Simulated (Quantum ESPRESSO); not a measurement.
# SrO (Fm-3m): the LO frequency by hand

How high does the longitudinal optical mode of SrO (Fm-3m) lie, given the transverse one, the Born charge and ε∞?

Method: DFT LDA, scalar-relativistic, plane waves, PseudoDojo norm-conserving pseudopotentials, in Quantum ESPRESSO 8.0 development, patched.

The database entry behind the starting cell differs from later determinations by our own check (about 0.5 % short), so it need not match the best structure at ambient conditions.

### Step 1. The relaxed structure

It takes space group Fm-3m (No. 225, cubic). The conventional cell has a = 5.061 Å, b = 5.061 Å, c = 5.061 Å, α = 90.00°, β = 90.00°, γ = 90.00°. Nearest to Sr lie 6 O at 2.53 Å. Nearest to O lie 6 Sr at 2.53 Å. Farther neighbours and most contacts between anions are not listed.

Structure file:

```xyz
2
Lattice="-2.5305 0.0000 2.5305 0.0000 2.5305 2.5305 -2.5305 2.5305 0.0000" Properties=species:S:1:pos:R:3 pbc="T T T"
Sr   -2.5305    2.5305    2.5305
O     0.0000    0.0000    0.0000
```

This is the cell after its relaxation at this level of theory, not the database cell from which that began.

### Step 2. What the response run gave

A linear-response run on the relaxed cell, with the response to an electric field; only its zone-centre results are used. Cutoff 84 Ry, k mesh 8×8×8.

What it wrote:

```text
[banners, grids, parts of the stress and lines that vanish by symmetry left out]
Program PHONON v.8.0dev
     Dynamical matrices for q-points given in input
     (   1q-points):
[...]
Exchange-correlation= PW
                           (   1   4   0   0   0   0   0)
[...]
kinetic-energy cut-off    =      84.0000  Ry
     charge density cut-off    =     336.0000  Ry
     convergence threshold     =      1.0E-18
[...]
Exchange-correlation= PW
                           (   1   4   0   0   0   0   0)
[...]
q = (   0.0000000   0.0000000   0.0000000 )
     49 Sym.Ops. (with q -> -q+G )
     G cutoff =  389.2463  (  22659 G-vectors)     FFT grid: ( 40, 40, 40)
     number of k points=    29
[...]
Mode symmetry, O_h (m-3m)  point group:
[...]
Dielectric constant
[...]
End of electric fields calculation
          Dielectric constant in cartesian axis
          (       3.863210716      -0.000000000      -0.000000000 )
          (      -0.000000000       3.863210716       0.000000000 )
          (      -0.000000000       0.000000000       3.863210716 )
          Effective charges (d Force / dE) in cartesian axis without acoustic sum rule applied (asr)
           atom    1  Sr    Mean Z*:        2.47576
      Ex  (        2.47576       -0.00000        0.00000 )
      Ey  (       -0.00000        2.47576        0.00000 )
      Ez  (        0.00000        0.00000        2.47576 )
           atom    2  O     Mean Z*:       -2.47609
      Ex  (       -2.47609        0.00000        0.00000 )
      Ey  (        0.00000       -2.47609        0.00000 )
      Ez  (       -0.00000        0.00000       -2.47609 )
          Effective charges Sum: Mean:       -0.00034
[...]
Effective charges (d Force / dE) in cartesian axis with asr applied:
           atom    1  Sr    Mean Z*:        2.47593
[...]
atom    2  O     Mean Z*:       -2.47593
[...]
Dielectric constant from finite-differences
          (       3.863234156      -0.000000000      -0.000000000 )
          (       0.000000000       3.863234156       0.000000000 )
          (      -0.000000000       0.000000000       3.863234156 )
[...]
(       0.000000000      -0.000000000       0.000000000 )
          (       0.000000000       0.000000000       0.000000000 )
          (       0.000000000      -0.000000000       0.000000000 )
          (      -0.000000000       0.000000000      -0.000000000 )
          (       0.000000000       0.000000000      -0.000000000 )
          (      -0.000000000      -0.000000000       0.000000000 )
          (       0.000000000       0.000000000       0.000000000 )
          (       0.000000000       0.000000000       0.000000000 )
[...]
(       0.000000000      -0.000000000       0.000000000 )
          (      -0.000000000      -0.000000000       0.000000000 )
          (       0.000000000       0.000000000       0.000000000 )
          (       0.000000000       0.000000000      -0.000000000 )
          (       0.000000000       0.000000000       0.000000000 )
[...]
Representation #   1 modes #   1   2   3
[...]
End of self-consistent calculation
     Convergence has been achieved
     Representation #   2 modes #   4   5   6
[...]
End of self-consistent calculation
     Convergence has been achieved
[...]
Dielectric constant in cartesian axis
          (       3.863210716      -0.000000000      -0.000000000 )
          (      -0.000000000       3.863210716       0.000000000 )
          (      -0.000000000       0.000000000       3.863210716 )
          Effective charges (d Force / dE) in cartesian axis without acoustic sum rule applied (asr)
           atom    1  Sr    Mean Z*:        2.47576
      Ex  (        2.47576       -0.00000        0.00000 )
      Ey  (       -0.00000        2.47576        0.00000 )
      Ez  (        0.00000        0.00000        2.47576 )
           atom    2  O     Mean Z*:       -2.47609
      Ex  (       -2.47609        0.00000        0.00000 )
      Ey  (        0.00000       -2.47609        0.00000 )
      Ez  (       -0.00000        0.00000       -2.47609 )
          Effective charges Sum: Mean:       -0.00034
[...]
Effective charges (d Force / dE) in cartesian axis with asr applied:
           atom    1  Sr    Mean Z*:        2.47593
[...]
atom    2  O     Mean Z*:       -2.47593
[...]
q = (    0.000000000   0.000000000   0.000000000 )
[...]
freq (    1) =      -0.024049 [THz] =      -0.802199 [cm-1]
     freq (    2) =      -0.024049 [THz] =      -0.802199 [cm-1]
     freq (    3) =      -0.024049 [THz] =      -0.802199 [cm-1]
     freq (    4) =       6.495590 [THz] =     216.669570 [cm-1]
     freq (    5) =       6.495590 [THz] =     216.669570 [cm-1]
     freq (    6) =       6.495590 [THz] =     216.669570 [cm-1]
[...]
Mode symmetry, O_h (m-3m)  point group:
     freq (   1-   3) =         -0.8  [cm-1]   --> T_1u G_15  G_4- I
     freq (   4-   6) =        216.7  [cm-1]   --> T_1u G_15  G_4- I

   JOB DONE.
```

```
                       quantity   value
             cell volume Ω (Å³)  32.408
                 mass of Sr (u)  87.620
                  mass of O (u)  15.999
     Born charge of Sr, raw (e)   2.476
      Born charge of O, raw (e)  -2.476
                             ε∞   3.863
ω(TO) after the sum rule (cm⁻¹)   216.7
```

### Step 3. The calculation

The charges must sum to zero over the cell; taking off their mean, 0.000 e, leaves Z* = 2.476 e on Sr. In the polar mode Sr moves against O, so the reduced mass is μ = 87.62 × 16.00 / 103.62 = 13.529 u.

A longitudinal wave builds up a field that adds to the restoring force: ω(LO)² = ω(TO)² + 4π Z*² / (μ Ω ε∞), in Hartree atomic units. With μ = 24661 electron masses and Ω = 218.70 bohr³ the second term is 3.6972e-06 Ha², or 178093 cm⁻² (1 Ha = 219474.6 cm⁻¹).

So ω(LO) = √(46950 + 178093) = 474.4 cm⁻¹, and by the Lyddane-Sachs-Teller relation ε₀ = ε∞ (ω(LO)/ω(TO))² = 18.52.

### Step 4. Check against the program

The analysis program adds the same non-analytic term to the full matrix, here for q along (1 0 0).

What it wrote:

```text
[banner, memory and clock lines left out]
Program DYNMAT v.8.0dev

     Reading Dynamical Matrix from file g.dyn
     ...Force constants read
     ...epsilon and Z* read
     ...Raman cross sections read

     Polarizability (A^3 units)
     multiply by 0.511665 for Clausius-Mossotti correction (not under assume_isolated = 'mt')
         7.384129   -0.000000   -0.000000
        -0.000000    7.384129    0.000000
        -0.000000    0.000000    7.384129

     IR activities are in (D/A)^2/amu units

# mode   [cm-1]    [THz]      IR
    1     -0.00   -0.0000    0.0000
    2     -0.00   -0.0000    0.0000
    3      0.00    0.0000    0.0000
    4    216.68    6.4959   10.4541
    5    216.68    6.4959   10.4541
    6    474.38   14.2216   10.4541
```

ε₀ comes from the program's run without a direction of q.

| quantity | by hand | program |
| --- | --- | --- |
| ω(LO) (cm⁻¹) | 474.4 | 474.4 |
| ε₀ | 18.52 | 18.52 |

### Step 5. Summary of results

| Quantity | Value |
| --- | --- |
| TO mode | 216.7 cm⁻¹ |
| LO mode | 474.4 cm⁻¹ |
| static dielectric constant | 18.52 |

The LO mode of SrO (Fm-3m) lies at 474 cm⁻¹, 258 cm⁻¹ above the TO mode; the formula meets the program within 0.1 cm⁻¹, as it must for a cubic crystal with one polar mode. ω(LO)² − ω(TO)² goes with Z*²/ε∞: an error of 5 % in ε∞ would move the LO mode by 9.0 cm⁻¹, and semilocal functionals tend to overestimate ε∞. These are harmonic values at zero temperature, at the volume of this functional, for the structure held cubic; stability elsewhere in the zone is no part of this calculation.

[Host names and launcher messages were left out of these logs when they were recorded.]

[Logs are printed without paths, hosts, clocks, repeated set-up lines and the standing remarks that a program may print on its own settings, such as how far it seeks lower states.]

[Hosts, paths, dates, database ids (printed as entryN), source tags and the programs' standing remarks are cut or masked in the printed files.]
